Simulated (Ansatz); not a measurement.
# KBr (Fm-3m): from the cell to its phonons, part 2 of 3

Aim: the vibrations of KBr (Fm-3m), their spectra, and whether the structure is stable.

Ansatz 0.2.0; DFT LDA, scalar-relativistic, plane waves, norm-conserving pseudopotentials.

So far. Step 4 (Relaxing to small forces for the phonons): The forces vanish by symmetry and the pressure is -0.002 GPa, within the tolerances set. The cell now holds 32.31 Å³/atom. The relaxed cell has a = 6.370 Å (conventional setting).

### Step 5. Linear response at the zone centre

The zone centre comes first: it holds the modes that light can see, as far as symmetry allows. The response to a homogeneous field gives the Born charges and the dielectric tensor, and its change with displacement the Raman tensors.

The input, input.yaml:

```yaml
crystal:
  lattice:
    - [0.0, 3.1851837912, 3.1851837912]
    - [3.1851837912, 0.0, 3.1851837912]
    - [3.1851837912, 3.1851837912, 0.0]
  atoms:
    - { symbol: K, position: [0.0, 0.0, 0.0] }
    - { symbol: Br, position: [0.5, 0.5, 0.5] }
kpoints:
  mp_grid: { grid: [8, 8, 8] }
hamiltonian:
  xc: lda
  pseudopotentials: { kind: nc }
scf:
  occupations: { method: fixed }
output:
  eigenvalues: true
phonons:
  method: dfpt
  dielectric: true
  rigid_motions: translations
  raman: true
```

Run with:

```
> ansatz run input.yaml --threads 4 --pin off --max-ram 10240MiB --backend cpu --events-out ev --progress --plain --runs-dir out
```

The log of the run:

```text
[...]
Crystal: 2 atoms, lattice volume = 64.630 Å³
Basis set: ecut = 979.609905 eV, 4573 PW (Γ), exchange–correlation on 96×96×96 points (8 copies of the dense FFT grid, shifted against one another)
Bands: 12, of which v1, the nominal top of the filled ones, is band 8 counted from 1 (7 counted from 0)
Symmetry: 48 space group operations
k-points: 59 of 512 (irreducible under 8 space group operations, time reversal used)
[...]
SCF iter   1: F=—  HF=-1247.905605 eV  |F-HF|=—  |Δ(HF+E_count)|=         —  Δρ=3.86e-2  dr2=1.57e0  ethr=3.10e-3  ⟨swp⟩=6.5  Hψ=4750  notcnv=0  defer=113
[...]
SCF iter   8: F=-1247.187838 eV  HF=-1247.187838 eV  |F-HF|=5.21e-11  |Δ(HF+E_count)|=   1.47e-9  Δρ=3.02e-7  dr2=6.40e-11  ethr=1.00e-12  ⟨swp⟩=15.7  Hψ=7514  notcnv=0
SCF 1 converged in 8 iterations: F = -1247.187838 eV  dr2 = 6.40e-11
DFPT response loops at Γ: preconditioner auto → none (the input reference at scf.mixing.eps_inf says where Resta's filter doesn't serve); β = 0.50; Broyden in place of MSR1
── the response to a field inside a basis, on 8×8×8 k-points: an SCF that follows is theirs, and a resumed run solves both again ──
Bands: 9, of which v1, the nominal top of the filled ones, is band 8 counted from 1 (7 counted from 0)
k-points: 60 of 512 (irreducible under 12 space group operations)
[...]
Eigensolver: Dense (60 Hₖ)
SCF iter   1: F=—  HF=-1247.186505 eV  |F-HF|=—  |Δ(HF+E_count)|=         —  Δρ=4.98e-5  dr2=3.47e-7  ethr=1.00e-1
[...]
SCF iter   4: F=-1247.186506 eV  HF=-1247.186506 eV  |F-HF|=8.41e-12  |Δ(HF+E_count)|=  7.72e-10  Δρ=1.47e-7  dr2=6.50e-12  ethr=5.00e-11
SCF 1 converged in 4 iterations: F = -1247.186506 eV  dr2 = 6.50e-12
[...]
SCF converged after 8 iterations
Free energy (F): -1247.187838 eV
[...]
Internal energy: -1247.187838 eV  (E = F + TS)
E sigma→0 (E₀):  -1247.187838 eV
Fermi energy:    1.612176 eV
[...]
--- Band table (eV; the first three rows and the last of 59) ---
  k-point 0: bands = [... 4 lower, -9.3295, 1.6122, 1.6122, 1.6122, 5.9363, 8.9666, 8.9666, 8.9666]
  k-point 1: bands = [... 4 lower, -9.2835, 1.3208, 1.5394, 1.5394, 6.3913, 8.8625, 9.1738, 9.1738]
  k-point 2: bands = [... 4 lower, -9.1781, 0.7559, 1.3736, 1.3736, 7.3065, 8.9256, 9.7521, 9.7521]
  k-point 58: bands = [... 4 lower, -9.2197, 0.9061, 0.9061, 0.9202, 8.8123, 8.8123, 9.9901, 10.7736]
--- Phonons (Γ-DFPT): 2 representative perturbations + reference, on 59 of 512 k-points (Σ response iterations 7) ---
  k mesh reduced under 8 symmetry operations, with k and −k counted as one. Each operation leaves every solved perturbation unchanged. A smaller set is not considered because the run solves the response to a homogeneous field
  ASR residual: 7.328e-4 → 0.000e0 eV/Å²; symmetrization residual: 1.958e-6 eV/Å²
  ASR residual per site (eV/Å²): 7.33e-4 4.59e-4
  Γ frequencies (cm⁻¹): 0.00 0.00 0.00 130.00 130.00 130.00
  ε∞ (high-frequency dielectric tensor):
        2.760207    -0.000000    -0.000000
        0.000000     2.760207    -0.000000
        0.000000     0.000000     2.760207
  ε⁰ (static dielectric tensor: ions relaxed, cell fixed):
        4.845274    -0.000000    -0.000000
       -0.000000     4.845274     0.000000
       -0.000000     0.000000     4.845274
  ε⁰ − ε∞ (ionic part):
        2.085067    -0.000000    -0.000000
       -0.000000     2.085067     0.000000
       -0.000000     0.000000     2.085067
  softest optical mode at Γ: 130.00 cm⁻¹; the repairs (sum rule, projections) moved no ω² at Γ by more than (2.28 cm⁻¹)²
  Born effective charges Z* (e; rows j = field, columns β = displacement):
    site 0:
         1.10225   -0.00000    0.00000
        -0.00000    1.10225   -0.00000
        -0.00000   -0.00000    1.10225
    site 1:
        -1.10225    0.00000   -0.00000
         0.00000   -1.10225    0.00000
         0.00000    0.00000   -1.10225
  Z* charge neutrality: 7.966e-6 e pre-enforcement
  k-mesh period / interband length: 36.0 Å / 1.51 Å = 23.87 at k = (0.0000, 0.0000, 0.0000), direct gap 4.324 eV — 14 or more, which is no proof of convergence
  Raman tensors (in the event stream and the table raman_tensors.tsv): an entry may err by 2.6e-3 Å², one of the second-order susceptibility by 1.1e-20 pm/V (basis, points and sum rule); their sum over the sites missed zero by 4.659e-21 Å² ahead of its enforcement
  optical modes at Γ without the LO–TO term, one row a degenerate level:
      ω (cm⁻¹)  modes    IR ((D/Å)²/amu)  static Raman (Å⁴/amu)  depolarisation
        130.00      3             3.2031                 0.0000               —
  optical modes at Γ + LO–TO along q̂ = [1.0000, 0.0000, 0.0000]:
      ω (cm⁻¹)  modes    IR ((D/Å)²/amu)  static Raman (Å⁴/amu)  depolarisation
        130.00      2             2.1354                 0.0000               —
        172.23      1             1.0677                 0.0000               —
  optical modes at Γ + LO–TO along q̂ = [0.0000, 1.0000, 0.0000]:
      ω (cm⁻¹)  modes    IR ((D/Å)²/amu)  static Raman (Å⁴/amu)  depolarisation
        130.00      2             2.1354                 0.0000               —
        172.23      1             1.0677                 0.0000               —
  optical modes at Γ + LO–TO along q̂ = [0.0000, 0.0000, 1.0000]:
      ω (cm⁻¹)  modes    IR ((D/Å)²/amu)  static Raman (Å⁴/amu)  depolarisation
        130.00      2             2.1354                 0.0000               —
        172.23      1             1.0677                 0.0000               —
```

The job ended after 73 s (4 threads of Arm Neoverse V2, shared host; peak memory 1.2 GiB).

This step gave:

```
sum-rule residual before enforcement                    : 7.33e-4 eV/Å²
miss of the charge sum rule                             : 7.97e-6 e
point group                                             : m-3m
highest optical mode at the zone centre (no LO-TO term) : 130 cm⁻¹
lowest optical zone-centre mode                         : 130 cm⁻¹
mean high-frequency dielectric constant                 : 2.760
largest Born charge (third of the trace)                : 1.102 e
mean static dielectric constant                         : 4.845
top of the zone-centre spectrum with the field          : 172.2 cm⁻¹
```

Without the LO-TO term. Patterns of degenerate modes are one choice out of their space. The modes at Γ (shares of kinetic energy by element, %):

| mode | frequency (cm⁻¹) | symmetry | K % | Br % |
| --- | --- | --- | --- | --- |
| 1 | 0.0 | acoustic | 33 | 67 |
| 2 | 0.0 | acoustic | 33 | 67 |
| 3 | 0.0 | acoustic | 33 | 67 |
| 4 | 130.0 | T1u | 67 | 33 |
| 5 | 130.0 | T1u | 67 | 33 |
| 6 | 130.0 | T1u | 67 | 33 |

Displacements in mode 4 (130.0 cm⁻¹), the largest set to 1:
```
K1   0.00  0.00  1.00
Br2  0.00  0.00 -0.49
```

Optical modes at the zone centre, without and with the macroscopic field of the longitudinal modes; each column is sorted by frequency, so a row need not hold one and the same mode. Modes with and without the field, by row:

| rank among optical modes | no field (cm⁻¹) | q along (1, 0, 0) (cm⁻¹) |
| --- | --- | --- |
| 1 | 130 | 130 |
| 2 | 130 | 130 |
| 3 | 130 | 172.2 |

Born charge (rows field, columns displacement) (e), principal values of the symmetric part by kind of site:

| atom | atoms with these values | low | middle | high | mean |
| --- | --- | --- | --- | --- | --- |
| K1 | 1 | 1.10 | 1.10 | 1.10 | 1.10 |
| Br2 | 1 | -1.10 | -1.10 | -1.10 | -1.10 |

In full for K1:

```
1.10 0.00 0.00
0.00 1.10 0.00
0.00 0.00 1.10
```

High-frequency dielectric tensor:

```
2.76 0.00 0.00
0.00 2.76 0.00
0.00 0.00 2.76
```

Static dielectric tensor (ions relaxed, fixed cell):

```
4.85 0.00 0.00
0.00 4.85 0.00
0.00 0.00 4.85
```

Transverse modes. Lines of the infrared spectrum (strongest = 100):

| position (cm⁻¹) | label | relative intensity |
| --- | --- | --- |
| 130 | T1u | 100 |

Before it was imposed, the acoustic sum rule was missed by 7.3e-4 eV/Å² and the charge sum rule by 8.0e-6 e. Small misses are needed for a sound result but don't prove that mesh and cutoff are converged. The lowest optical mode is real, 130 cm⁻¹.

### Step 6. The dispersion

Stability and thermal properties need the whole zone. Linear response on a 4×4×4 q mesh gives force constants as far as a supercell of that size would, and the tensors from the zone-centre run are typed in so that the long-range dipole term is interpolated apart.

input.yaml, the sections that differ from step 5:

```yaml
phonons:
  method: dfpt
  qmesh: [4, 4, 4]
  temperatures: { t_max: 1000, t_step: 50 }
  qpath:
    path:
      - [[0.0, 0.0, 0.0], [0.5, 0.0, 0.5], [0.625, 0.25, 0.625]]
      - [[0.375, 0.375, 0.75], [0.0, 0.0, 0.0], [0.5, 0.5, 0.5], [0.5, 0.25, 0.75], [0.5, 0.0, 0.5]]
    npoints: 10
  non_analytic_term:
    high_frequency_dielectric_tensor: [[2.7602, 0.0, 0.0], [0.0, 2.7602, 0.0], [0.0, 0.0, 2.7602]]
    born_effective_charges:
      - { species: K, tensor: [[1.1022, 0.0, 0.0], [0.0, 1.1022, 0.0], [0.0, 0.0, 1.1022]] }
      - { species: Br, tensor: [[-1.1022, 0.0, 0.0], [0.0, -1.1022, 0.0], [0.0, 0.0, -1.1022]] }
    source: "zone-centre run at this cell"
# crystal, kpoints, hamiltonian, scf, output: as in step 5
```

The log of the run:

```text
[...]
Crystal: 2 atoms, lattice volume = 64.630 Å³
Basis set: ecut = 979.609905 eV, 4573 PW (Γ), exchange–correlation on 96×96×96 points (8 copies of the dense FFT grid, shifted against one another)
Bands: 12, of which v1, the nominal top of the filled ones, is band 8 counted from 1 (7 counted from 0)
Symmetry: 48 space group operations
k-points: 29 of 512
[...]
SCF iter   1: F=—  HF=-1247.905689 eV  |F-HF|=—  |Δ(HF+E_count)|=         —  Δρ=3.86e-2  dr2=1.57e0  ethr=3.10e-3  ⟨swp⟩=6.6  Hψ=2336  notcnv=0  defer=54
[...]
SCF iter   9: F=-1247.187838 eV  HF=-1247.187838 eV  |F-HF|=2.27e-13  |Δ(HF+E_count)|=  3.66e-11  Δρ=2.83e-8  dr2=4.05e-13  ethr=1.00e-12  ⟨swp⟩=11.2  Hψ=3307  notcnv=0
SCF 1 converged in 9 iterations: F = -1247.187838 eV  dr2 = 4.05e-13
NSCF: frozen V_eff on 29 k-points
[...]
DFPT response loops at q = (0, 0, 0) (fractional): preconditioner auto → none (the input reference at scf.mixing.eps_inf says where Resta's filter doesn't serve); β = 0.50; Broyden in place of MSR1
[...]
SCF converged after 9 iterations
Free energy (F): -1247.187838 eV
[...]
Internal energy: -1247.187838 eV  (E = F + TS)
E sigma→0 (E₀):  -1247.187838 eV
Fermi energy:    1.612182 eV
[...]
--- Band table (eV; the first three rows and the last of 29) ---
  k-point 0: bands = [... 4 lower, -9.3295, 1.6122, 1.6122, 1.6122, 5.9363, 8.9666, 8.9666, 8.9666]
  k-point 1: bands = [... 4 lower, -9.2835, 1.3208, 1.5395, 1.5395, 6.3913, 8.8625, 9.1738, 9.1738]
  k-point 2: bands = [... 4 lower, -9.1781, 0.7559, 1.3737, 1.3737, 7.3065, 8.9256, 9.7521, 9.7521]
  k-point 28: bands = [... 4 lower, -9.2197, 0.9061, 0.9061, 0.9202, 8.8123, 8.8123, 9.9901, 10.7736]
--- Phonons (Γ-DFPT): 2 representative perturbations + reference (Σ response iterations 6) ---
  ASR residual: 1.117e-4 → 0.000e0 eV/Å²; symmetrization residual: 1.191e-6 eV/Å²
  ASR residual per site (eV/Å²): 1.12e-4 3.54e-5
  Γ frequencies (cm⁻¹): 0.00 0.00 0.00 130.00 130.00 130.00
--- Phonons (arbitrary-q DFPT): 8 irreducible q on the 4×4×4 mesh ---
  q = [0.0000, 0.0000, 0.0000] (star 1, of the zone-centre solve; hermiticity 1.46e-6, symmetrization 4.12e-14): -0.00 -0.00 0.00 130.00 130.00 130.00
  q = [0.0000, 0.0000, 0.2500] (star 8, 2 solved perturbations on 288 of 512 k-point pairs; hermiticity 2.77e-6, symmetrization 2.57e-13, the responses' own estimated error 7.2e-5 eV/Å²): 50.31 50.31 63.70 123.15 123.15 165.58
[...]
q = [0.0000, 0.2500, 0.2500] (star 6, 4 solved perturbations in 528 linear systems a pass and spin channel, the states on 164 of 512 k-point pairs; hermiticity 2.55e-6, symmetrization 2.47e-13, the responses' own estimated error 7.5e-5 eV/Å²): 29.06 29.06 88.47 132.40 132.40 141.43
[...]
sum rule: each row above includes the acoustic sum rule's correction from the zone centre's row sums; it moved no ω² by more than (0.88 cm⁻¹)²
  mesh force constants: q→R imaginary residual 5.45e-18; ASR residual 1.117e-4 → 0.000e0 eV/Å²; symmetrization residual 8.882e-16 eV/Å²
  interpolated dispersion: 63 rows × 6 modes
  density of states and harmonic sums: on the 20×20×20 q-mesh, interpolated from the force constants of a 4×4×4 supercell (with the dipole–dipole term of supplied tensors)
  largest difference from the sums on the solved wave vectors: F 1.43e-2 eV, S 1.83e-5 and C_V 4.00e-6 eV/K
  zero-point energy: 0.036782 eV/cell   skipped modes (ω ≤ 0): 3   left out of the sums: 6.25e-5 of the cell's modes: C_V's classical limit lies that fraction below 3 k_B per atom; for a crystal, a wire or a layer, F and S can be off by more, and a phonons.interpolated_qmesh denser along its periods is the remedy for the sampling
```

Wall time 2.1 min (4 threads); peak memory 2.4 GiB.

Numbers from this step:

| Item | Value |
| --- | --- |
| sum-rule residual before enforcement | 1.12e-4 eV/Å² |
| lowest frequency on the path | 0 cm⁻¹ |
| highest frequency on the path or at a solved wavevector | 172.2 cm⁻¹ |
| mean frequency | 98.9 cm⁻¹ |
| Debye temperature (second moment) | 196 K |
| logarithmic mean frequency | 90.5 cm⁻¹ |
| lowest mode on the q mesh (acoustic modes at Γ apart) | 29.06 cm⁻¹ |
| zero-point energy per atom | 18.39 meV |
| heat capacity at 300 K | 24.42 J/(mol atoms K) |
| vibrational entropy at 300 K | 46.02 J/(mol atoms K) |
| edges of the widest gap between branches, on path and mesh | 97.3, 110.2 cm⁻¹ |

Frequencies (cm⁻¹) solved at each irreducible wavevector; negative means imaginary. Frequencies by wavevector, by row:

| q in reciprocal lattice units | star | mode 1 | mode 2 | mode 3 | mode 4 | mode 5 | mode 6 |
| --- | --- | --- | --- | --- | --- | --- | --- |
| 0 0 0 | 1 | 0 | 0 | 0 | 130 | 130 | 130 |
| 0 0 0.25 | 8 | 50.3 | 50.3 | 63.7 | 123.2 | 123.2 | 165.6 |
| 0 0 -0.5 | 4 | 79.3 | 79.3 | 97.3 | 110.3 | 110.3 | 154.7 |
| 0 0.25 0.25 | 6 | 29.1 | 29.1 | 88.5 | 132.4 | 132.4 | 141.4 |
| 0 0.25 -0.5 | 24 | 57.8 | 70.1 | 78.1 | 125.5 | 128.6 | 143.5 |
| 0 0.25 -0.25 | 12 | 47.1 | 79.2 | 91.8 | 110.2 | 135.3 | 143.6 |
| 0 -0.5 -0.5 | 3 | 39.5 | 39.5 | 69.9 | 134.7 | 134.7 | 141.6 |
| 0.25 -0.5 -0.25 | 6 | 58.2 | 58.2 | 84.6 | 121.4 | 138.2 | 138.2 |

Interpolated from a 4×4×4 q mesh, with the LO-TO term (at Γ the limit along the path; where Γ stands inside the path, tables give the limit on arrival). Phonon branches along the path, in cm⁻¹:

| point | branch 1 | branch 2 | branch 3 | branch 4 | branch 5 | branch 6 |
| --- | --- | --- | --- | --- | --- | --- |
| Γ | 0 | 0 | 0 | 130 | 130 | 172 |
| halfway | 29 | 29 | 88 | 132 | 132 | 141 |
| X | 40 | 40 | 70 | 135 | 135 | 142 |
| halfway | 46 | 51 | 68 | 132 | 135 | 141 |
| U | 59 | 64 | 73 | 126 | 136 | 140 |
| jump to K | 59 | 64 | 73 | 126 | 136 | 140 |
| halfway | 36 | 68 | 79 | 114 | 134 | 155 |
| Γ | 0 | 0 | 0 | 130 | 130 | 172 |
| halfway | 50 | 50 | 64 | 123 | 123 | 166 |
| L | 79 | 79 | 97 | 110 | 110 | 155 |
| halfway | 69 | 70 | 88 | 117 | 128 | 145 |
| W | 58 | 58 | 85 | 121 | 138 | 138 |
| halfway | 46 | 62 | 67 | 130 | 136 | 141 |
| X | 40 | 40 | 70 | 135 | 135 | 142 |

The phonon branches as a text plot (rows in cm⁻¹):

```
    169 |***                      ***********
    161 |   *                    *           **
    154 |    **                 *              *****
    147 |                      *                    ***
    140 |      *  *************                        **********
    133 |******************* ************              **    ****
    126 |                **       ***    ****        **    ***
    118 |                  **    *           **    ********
    111 |                    ****              ******
    104 |
     97 |       *                               ****
     90 |      * *          ****               *    ****
     83 |         **       * **               *  *      ****
     75 |    **     *     * *  **            * ** ****      *
     68 |            ***** *    **            *       **     ****
     61 |   *           * **                **          *****
     54 |              ***  *    ***       **              ** *
     47 |              *     **   **                         ***
     39 |  *      *****        **         **                   **
     32 |      ***               *  *     *
     25 |    **                   **     *
     18 | * *                       **   *
     11 |  *                         *  *
      4 |**                           **
         Γ           X  U|K            Γ         L        W     X
```

The phonon density of states has structure finer than the step of the table below, so its rows give means over 5 cm⁻¹, whole bins alone (the curve runs from 1 to 173 cm⁻¹). Peaks (cm⁻¹: height): 77.0: 0.0732, 89.0: 0.0748, 133.0: 0.116, 139.0: 0.0990.

Tetrahedra on a 20×20×20 mesh, mean over bins of 2 cm-1. Interpolated from a 4×4×4 q mesh. Phonon density of states against wavenumber; means over each step:

wavenumber (cm⁻¹), phonon density of states (1/cm⁻¹/cell) and a bar:
```
        5      0.000 
       10      0.001 
       15      0.002 #
       20      0.004 #
       25      0.007 ##
       30      0.012 ####
       35      0.018 ######
       40      0.030 #########
       45      0.038 ###########
       50      0.041 #############
       55      0.046 ##############
       60      0.051 ###############
       65      0.056 #################
       70      0.061 ###################
       75      0.066 ####################
       80      0.050 ###############
       85      0.053 ################
       90      0.055 #################
       95      0.009 ###
      100      0.000 
      105      0.000 
      110      0.016 #####
      115      0.051 ################
      120      0.071 ######################
      125      0.074 #######################
      130      0.098 ##############################
      135      0.092 ############################
      140      0.079 ########################
      145      0.040 ############
      150      0.030 #########
      155      0.023 #######
      160      0.013 ####
      165      0.009 ###
      170      0.004 #
```

[end of part 2 of 3]

[Logs are printed without paths, hosts, clocks, repeated set-up lines and the standing remarks that a program may print on its own settings, such as how far it seeks lower states.]

[Hosts, paths, dates, database ids (printed as entryN), source tags and the programs' standing remarks are cut or masked in the printed files.]
